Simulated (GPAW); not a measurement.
**PtS2 (1T monolayer): G0W0 on several meshes in GPAW**

Aim: the GW shift of PtS2 (1T monolayer) against the k mesh.

Method: LDA and many-body steps on it, plane waves, in GPAW 26.7.0.

### 1. The structure

The cell holds 3 atoms: 1 Pt and 2 S. Its edges and angles: a = 3.507 Å, b = 3.507 Å, c = 13.900 Å, α = 90.0°, β = 90.0°, γ = 120.0°. Vacuum lies along c.

As a file:

```cif
data_structure
_symmetry_space_group_name_H-M 'P 1'
_symmetry_Int_Tables_number 1
_cell_length_a 3.5075
_cell_length_b 3.5075
_cell_length_c 13.9000
_cell_angle_alpha 90.000
_cell_angle_beta 90.000
_cell_angle_gamma 120.000
_cell_volume 148.09
loop_
_atom_site_label
_atom_site_type_symbol
_atom_site_fract_x
_atom_site_fract_y
_atom_site_fract_z
_atom_site_occupancy
Pt1 Pt 0.00000 0.00000 0.50000 1
S2 S 0.33333 0.66667 0.58721 1
S3 S 0.66667 0.33333 0.41279 1
```

The structure was relaxed with LDA. The runs that relaxed it are not among those shown. Spin-orbit coupling is left out unless a step names it.

### 2. Empty states on the mesh, 9×9×1 mesh, 250 bands

This step: GPAW 26.7.0; DFT, LDA, plane waves, PAW.

The sums over transitions need many empty states on a uniform mesh; this step solves for them.

File run.py:

```python
import json
import numpy as np
from gpaw.mpi import world
from gpaw import GPAW

calc = GPAW('gs.gpw').fixed_density(kpts={'size': (9, 9, 1), 'gamma': True},
    parallel={'domain': 1, 'band': 1},
    txt='nscf.txt')
calc.diagonalize_full_hamiltonian(nbands=250)
calc.write('full.gpw', mode='all')
res = {}
kpts = calc.get_ibz_k_points()
res['kpts'] = kpts
res['eigenvalues'] = [calc.get_eigenvalues(kpt=k) for k in range(len(kpts))]
res['n_electrons'] = calc.get_number_of_electrons()

if world.rank == 0:
    with open('result.json', 'w') as f:
        json.dump(res, f, default=lambda x: x.tolist())
```

On the command line:

```sh
> mpirun -n 4 gpaw python run.py
```

Numbers of over 12 decimals in the logs are rounded to 6 here.

Log:

```text
Diagonalizing LCAO Hamiltonian
Converting LCAO to pw mode
convergence criteria:
- Maximum integral of absolute [eigenst]ate change: 4e-08 eV^2 / valence electron
maximum number of iterations: 100

SCF iterations
|iter     |     time |      energy | eigst |  dens |
|iter:   1|  |             | +0.85 |       |
|iter:   2|  |             | -0.38 |       |
|iter:   3|  |             | -1.44 |       |
[...]
|iter:  14|  |             | -6.83 |       |
|iter:  15|  |             | -7.22 |       |
|iter:  16|  |             | -7.42c|       |
SCF steps: 16
  __  _  _
 | _ |_)|_||  |
 |__||  | ||/\| - 26.7.0

Input parameters:
  mode=PW(ecut=450.000000),
  convergence={'density': 1e-06, 'bands': -3},
  gpts=array([18, 18, 70]),
  kpts=MonkhorstPack(size=(9, 9, 1), gamma=True),
  maxiter=100,
  nbands=21,
  occupations=Occupations(name='fermi-dirac', width=0.001, fixmagmom=False),
  parallel={'domain': 1, 'band': 1},
  xc=XC(name='LDA')
Matrix size: 3204x3204
# Writing to full.gpw (mode='all')
  [... matrices ...]

timing:  # [seconds]
  Total: 103.496  # ━━━━━━━━━━━━━━━━━━━━━━━━━━━━━━━━━━━━━━━━━━━━━━━━━━━━━━━━━
```

Elapsed: 1.8 min, on 4 MPI ranks of Arm Neoverse V1, shared host; peak memory 4 GiB.

This step gave:

```yaml
gap: 1.803 eV
k_of_the_valence_top: 0.1111, 0, 0
k_of_the_conduction_bottom: 0.2222, 0, 0
least_direct_gap: 1.901 eV
k_points_computed: 12
lowest_point_of_the_top_converged_band_above_the_valence_top: 76.5020 eV
```

On this mesh the gap is 1.803 eV.

### 3. 9×9×1

G0W0 replaces the xc potential by the self-energy, built once from these orbitals. Only a window of levels is corrected, while the sums run over the empty bands that the input names.

This step: G0W0 on LDA, plane waves, PAW.

File run.py:

```python
import json
import numpy as np
from gpaw.mpi import world
from gpaw.response.g0w0 import G0W0

gw = G0W0('full.gpw',
    filename='gw',
    kpts=[0, 1, 3],
    bands=(12, 16),
    ecut=48,
    nbands=111,
    truncation='2D',
    integrate_gamma='sphere',
    q0_correction=True,
    frequencies={'type': 'nonlinear', 'domega0': 0.15, 'omega2': 15.0},
    eta=0.1,
    nblocksmax=True)
gw.calculate()
res = {mode: {k: v for k, v in r.items() if k != 'sigma_eskwn'}
       for mode, r in gw.all_results.items()}

if world.rank == 0:
    with open('result.json', 'w') as f:
        json.dump(res, f, default=lambda x: x.tolist())
```

On the command line:

```sh
> mpirun -n 4 gpaw python run.py
```

Log:

```text
Using integrator: PointIntegrator
NonLinearFrequencyDescriptor(from 0.000 to 99.497 eV, 178 points)
Nonperiodic BCs:  [False False  True]
Using integrator: PointIntegrator
NonLinearFrequencyDescriptor(from 0.000 to 99.497 eV, 178 points)
Nonperiodic BCs:  [False False  True]
Applying analytical 2D correction to W:
    Evaluating Gamma point contribution to W on a 17x17x1 grid
  ___  _ _ _
 |   || | | |
 | | || | | |
 |__ ||_____|
 |___|

BZ k-points: Symmetries present (total): 12

  [... matrices ...]
81 k-points: 9 x 9 x 1 Monkhorst-Pack grid
12 k-points in the irreducible part of the Brillouin zone
       k-points in crystal coordinates                weights
   0:     0.00000000    0.00000000    0.00000000          1/81
   1:     0.11111111    0.00000000    0.00000000          6/81
   2:     0.22222222   -0.11111111    0.00000000          6/81
   3:     0.22222222    0.00000000    0.00000000          6/81
   4:     0.33333333   -0.11111111    0.00000000         12/81
   5:     0.33333333    0.00000000    0.00000000          6/81
   6:     0.33333333    0.33333333    0.00000000          2/81
   7:     0.44444444   -0.22222222    0.00000000          6/81
   8:     0.44444444   -0.11111111    0.00000000         12/81
   9:     0.44444444    0.00000000    0.00000000          6/81
          ...
  11:     0.44444444    0.44444444    0.00000000          6/81

Distributing spins, k-points and bands (1 x 3 x 4) over 1 process
Number of blocks: 4

Quasi particle states:
k-points (IBZ indices): [0, 1, 3]
Band range: (12, 16)
  [... matrices ...]
Computational parameters:
Plane wave cut-off: 48 eV
Number of bands: 111
Coulomb cutoff: 2D
Broadening: 0.1 eV

fxc modes: GW
Kernel: RPA
Using full-frequency real axis integration
Summing all q:

Calculating screened Coulomb potential
2D Coulomb truncation
NonLinearFrequencyDescriptor(from 0.000 to 99.497 eV, 178 points)
Removing empty qpoint cache files...

Calculating chi0 body with:
    Ground state adapter containing:
    Number of spins: 1
    Number of kpoints: 81
    Number of irreducible kpoints: 12
    Number of completely occupied states: 14
    Number of partially occupied states: 14
    Occupied states memory: 4.844970703125 M / cpu

    Linear response parametrization:
    q_c: [0.0, 0.0, 0.0]
    Number of frequency points: 178
    Planewave cutoff: 48.0
    Number of bands: 111
    Number of planewaves: 93
    Broadening (eta): 0.1
    comm.size: 4
    kncomm.size: 1
    blockcomm.size: 4

    Memory estimate of potentially large arrays:
        chi0_wGG: 5.872810 M / cpu
Integrating chi0 body.

Symmetries of q_c:
    Direct symmetries (Uq -> q): 12
    Indirect symmetries (TUq -> q): 0
In total 12 allowed symmetries.

  [... matrices ...]
12 groups of equivalent kpoints. 85.185185% reduction.

Integral kind: spectral function
Integrating chi0 head and wings.

Symmetries of q_c:
    Direct symmetries (Uq -> q): 12
    Indirect symmetries (TUq -> q): 0
In total 12 allowed symmetries.

  [... matrices ...]
12 groups of equivalent kpoints. 85.185185% reduction.

Integral kind: spectral function wings

Calculating chi0 body with:
    Ground state adapter containing:
    Number of spins: 1
    Number of kpoints: 81
    Number of irreducible kpoints: 12
    Number of completely occupied states: 14
    Number of partially occupied states: 14
[... the further q-points ...]

Results:
f:      Occupation numbers
eps:     KS-eigenvalues [eV]
vxc:     KS vxc [eV]
exx:     Exact exchange [eV]
sigma:   Self-energies [eV]
dsigma:  Self-energy derivatives
Z:       Renormalization factors
qp:      QP-energies [eV]

k-point 0 (0): (0.000, 0.000, 0.000)                GW
band       f     eps     vxc     exx   sigma  dsigma       Z      qp
                                                                   GW
  12   1.000  -2.020 -16.697 -18.390   1.746  -0.380   0.725  -1.982
  13   1.000  -2.020 -16.697 -18.390   1.746  -0.380   0.725  -1.982
  14   0.000   1.619 -21.243 -16.995  -2.836  -0.406   0.711   2.624
  15   0.000   1.619 -21.243 -16.995  -2.836  -0.406   0.711   2.624

k-point 1 (1): (0.111, 0.000, 0.000)                GW
band       f     eps     vxc     exx   sigma  dsigma       Z      qp
                                                                   GW
  12   1.000  -1.957 -17.575 -19.439   1.926  -0.375   0.727  -1.912
  13   1.000  -1.802 -19.451 -21.968   2.495  -0.393   0.718  -1.818
[...]
k-point 2 (3): (0.222, 0.000, 0.000)                GW
band       f     eps     vxc     exx   sigma  dsigma       Z      qp
                                                                   GW
[...]
13   1.000  -1.901 -19.794 -22.605   2.738  -0.406   0.711  -1.953
  14   0.000   0.001 -19.888 -16.240  -2.117  -0.426   0.702   1.075
  15   0.000   1.141 -20.512 -16.244  -2.737  -0.711   0.585   2.036
```

Wall time 2.6 min (4 MPI ranks); peak memory 1.9 GiB.

Numbers from this step:

* G0W0 gap on the points computed: 2.893 eV
* least direct G0W0 gap on the computed points: 3.028 eV
* Z at the valence top: 0.7180
* Z at the conduction bottom: 0.7015
* starting gap on the mesh: 1.803 eV
* k of the valence top: 0.1111, 0, 0
* k of the conduction bottom: 0.2222, 0, 0

The gap on the mesh goes from 1.80 eV to 2.89 eV, a correction of +1.09 eV.

### 4. Empty states on the mesh, 6×6×1 mesh, 121 bands

This step: DFT, LDA, plane waves, PAW.

File run.py:

```python
import json
import numpy as np
from gpaw.mpi import world
from gpaw import GPAW

calc = GPAW('gs.gpw').fixed_density(kpts={'size': (6, 6, 1), 'gamma': True},
    nbands=141,
    convergence={'bands': 121},
    txt='nscf.txt')
calc.write('full.gpw', mode='all')
res = {}
kpts = calc.get_ibz_k_points()
res['kpts'] = kpts
res['eigenvalues'] = [calc.get_eigenvalues(kpt=k) for k in range(len(kpts))]
res['n_electrons'] = calc.get_number_of_electrons()

if world.rank == 0:
    with open('result.json', 'w') as f:
        json.dump(res, f, default=lambda x: x.tolist())
```

On the command line:

```sh
> mpirun -n 4 gpaw python run.py
```

Log:

```text
Diagonalizing LCAO Hamiltonian
Converting LCAO to pw mode
convergence criteria:
- Maximum integral of absolute [eigenst]ate change: 4e-08 eV^2 / valence electron
maximum number of iterations: 100

SCF iterations
|iter     |     time |      energy | eigst |  dens |
|iter:   1|  |             | +4.01 |       |
|iter:   2|  |             | +2.78 |       |
|iter:   3|  |             | +1.63 |       |
[...]
|iter:  13|  |             | -6.58 |       |
|iter:  14|  |             | -7.19 |       |
|iter:  15|  |             | -7.70c|       |
SCF steps: 15
  __  _  _
 | _ |_)|_||  |
 |__||  | ||/\| - 26.7.0

Input parameters:
  mode=PW(ecut=450.000000),
  convergence={'bands': 121},
  gpts=array([18, 18, 70]),
  kpts=MonkhorstPack(size=(6, 6, 1), gamma=True),
  maxiter=100,
  nbands=141,
  occupations=Occupations(name='fermi-dirac', width=0.001, fixmagmom=False),
  parallel={},
  xc=XC(name='LDA')
# Writing to full.gpw (mode='all')
  [... matrices ...]

timing:  # [seconds]
  Total: 0.045  # ━━━━━━━━━━━━━━━━━━━━━━━━━━━━━━━━━━━━━━━━━━━━━━━━━━━━━━━━━━━
```

The job ended after 31 s (4 MPI ranks; peak memory 0.86 GiB).

Numbers from this step:

| Item | Value |
| --- | --- |
| gap | 2.063 eV |
| k of the valence top | 0.3333, -0.1667, 0 |
| k of the conduction bottom | 0.1667, 0, 0 |
| least direct gap | 2.081 eV |
| k points computed | 7 |
| lowest point of the top converged band, above the valence top | 46.08 eV |

On this mesh the gap is 2.063 eV.

### 5. 6×6×1

This step: G0W0 on LDA, plane waves, PAW.

File run.py:

```python
import json
import numpy as np
from gpaw.mpi import world
from gpaw.response.g0w0 import G0W0

gw = G0W0('full.gpw',
    filename='gw',
    kpts=[0, 1, 2],
    bands=(12, 16),
    ecut=48,
    nbands=111,
    truncation='2D',
    integrate_gamma='sphere',
    q0_correction=True,
    frequencies={'type': 'nonlinear', 'domega0': 0.15, 'omega2': 15.0},
    eta=0.1,
    nblocksmax=True)
gw.calculate()
res = {mode: {k: v for k, v in r.items() if k != 'sigma_eskwn'}
       for mode, r in gw.all_results.items()}

if world.rank == 0:
    with open('result.json', 'w') as f:
        json.dump(res, f, default=lambda x: x.tolist())
```

On the command line:

```sh
> mpirun -n 4 gpaw python run.py
```

Log:

```text
Using integrator: PointIntegrator
NonLinearFrequencyDescriptor(from 0.000 to 99.497 eV, 178 points)
Nonperiodic BCs:  [False False  True]
Using integrator: PointIntegrator
NonLinearFrequencyDescriptor(from 0.000 to 99.497 eV, 178 points)
Nonperiodic BCs:  [False False  True]
Applying analytical 2D correction to W:
    Evaluating Gamma point contribution to W on a 25x25x1 grid
  ___  _ _ _
 |   || | | |
 | | || | | |
 |__ ||_____|
 |___|

BZ k-points: Symmetries present (total): 12

  [... matrices ...]
36 k-points: 6 x 6 x 1 Monkhorst-Pack grid + [1/12,1/12,0.000000]
7 k-points in the irreducible part of the Brillouin zone
       k-points in crystal coordinates                weights
   0:     0.00000000    0.00000000    0.00000000          1/36
   1:     0.16666667    0.00000000    0.00000000          6/36
   2:     0.33333333   -0.16666667    0.00000000          6/36
   3:     0.33333333    0.00000000    0.00000000          6/36
   4:     0.33333333    0.33333333    0.00000000          2/36
   5:     0.50000000    0.33333333    0.00000000         12/36
   6:     0.50000000    0.50000000    0.00000000          3/36

Distributing spins, k-points and bands (1 x 3 x 4) over 1 process
Number of blocks: 4

Quasi particle states:
k-points (IBZ indices): [0, 1, 2]
Band range: (12, 16)
  [... matrices ...]
Computational parameters:
Plane wave cut-off: 48 eV
Number of bands: 111
Coulomb cutoff: 2D
Broadening: 0.1 eV

fxc modes: GW
Kernel: RPA
Using full-frequency real axis integration
Summing all q:

Calculating screened Coulomb potential
2D Coulomb truncation
NonLinearFrequencyDescriptor(from 0.000 to 99.497 eV, 178 points)
Removing empty qpoint cache files...

Calculating chi0 body with:
    Ground state adapter containing:
    Number of spins: 1
    Number of kpoints: 36
[...]
comm.size: 4
    kncomm.size: 1
    blockcomm.size: 4

    Memory estimate of potentially large arrays:
        chi0_wGG: 5.872810 M / cpu
Integrating chi0 body.

Symmetries of q_c:
    Direct symmetries (Uq -> q): 12
    Indirect symmetries (TUq -> q): 0
In total 12 allowed symmetries.

  [... matrices ...]
7 groups of equivalent kpoints. 80.555556% reduction.

Integral kind: spectral function
Integrating chi0 head and wings.

Symmetries of q_c:
    Direct symmetries (Uq -> q): 12
    Indirect symmetries (TUq -> q): 0
In total 12 allowed symmetries.

  [... matrices ...]
7 groups of equivalent kpoints. 80.555556% reduction.

Integral kind: spectral function wings

Calculating chi0 body with:
    Ground state adapter containing:
    Number of spins: 1
    Number of kpoints: 36
    Number of irreducible kpoints: 7
    Number of completely occupied states: 14
    Number of partially occupied states: 14
[... the further q-points ...]

Results:
f:      Occupation numbers
eps:     KS-eigenvalues [eV]
vxc:     KS vxc [eV]
exx:     Exact exchange [eV]
sigma:   Self-energies [eV]
dsigma:  Self-energy derivatives
Z:       Renormalization factors
qp:      QP-energies [eV]

k-point 0 (0): (0.000, 0.000, 0.000)                GW
band       f     eps     vxc     exx   sigma  dsigma       Z      qp
                                                                   GW
  12   1.000  -2.020 -16.697 -18.391   1.680  -0.374   0.728  -2.030
  13   1.000  -2.020 -16.697 -18.391   1.680  -0.374   0.728  -2.030
  14   0.000   1.619 -21.243 -16.977  -2.777  -0.265   0.790   2.796
[...]
k-point 1 (1): (0.167, 0.000, 0.000)                GW
band       f     eps     vxc     exx   sigma  dsigma       Z      qp
                                                                   GW
[...]
k-point 2 (2): (0.333, -0.167, 0.000)                GW
band       f     eps     vxc     exx   sigma  dsigma       Z      qp
                                                                   GW
[...]
14   0.000   0.322 -19.135 -15.231  -2.314  -0.431   0.699   1.433
  15   0.000   0.458 -20.615 -16.596  -2.363  -0.442   0.694   1.607
```

The job ended after 46 s (4 MPI ranks; peak memory 1.4 GiB).

Numbers from this step:

```
G0W0 gap on the points computed              : 3.244 eV
least direct G0W0 gap on the computed points : 3.257 eV
Z at the valence top                         : 0.7224
Z at the conduction bottom                   : 0.7027
starting gap on the mesh                     : 2.063 eV
k of the valence top                         : 0.3333, -0.1667, 0
k of the conduction bottom                   : 0.1667, 0, 0
```

Against G0W0 in GPAW (9×9×1 mesh, 111 bands, screening to 48 eV, full frequency, Hilbert transform), the gap moves by +0.351 eV.

### 6. The runs together

Times are wall times on 4 MPI ranks of Arm Neoverse V1, shared host, good to a factor of about two.

| run | mesh | bands | screening cutoff (eV) | DFT gap (eV) | gap on the mesh (eV) | direct (eV) | time |
| --- | --- | --- | --- | --- | --- | --- | --- |
| 9×9×1 | 9×9×1 | 111 | 48 | 1.803 | 2.893 | 3.028 | 2.6 min |
| 6×6×1 | 6×6×1 | 111 | 48 | 2.063 | 3.244 | 3.257 | 46 s |

### 7. What came out

```
9×9×1        : 2.893 eV
6×6×1        : 3.244 eV
known limits : not at the basis limit; no spin polarisation; d states lean on the start; no spin-orbit coupling
```

In words: 6×6×1: +0.351 eV against 9×9×1, +0.260 eV of it in the start. Bands and cutoff are finite, so the gap is not at the basis limit. The miss can reach some tenths of an eV and take either sign; the mesh is an error of its own. These stock PAW sets were not made for GW. In the G0W0 runs levels were corrected at 3 k points alone, so a gap called «on the mesh» is the least over those, and an edge elsewhere would be missed. The runs have no spin polarisation. For a closed low-spin shell that is the natural state; where a d or f shell is open it is a constraint, and the gap is then not the crystal's own. With d states at the gap, one-shot GW leans hard on its start. The many-body steps are scalar-relativistic: spin-orbit coupling is not in them.

[Paths, hosts, dates, memory and timing lines, banners, echoed tables and standing remarks are left out of the program output.]

[Logs are printed without paths, hosts, clocks, repeated set-up lines and the standing remarks that a program may print on its own settings, such as how far it seeks lower states.]

[Runs of the session that timed out or met a known fault of the program may be left out.]

[Hosts, paths, dates, database ids (printed as entryN), source tags and the programs' standing remarks are cut or masked in the printed files.]
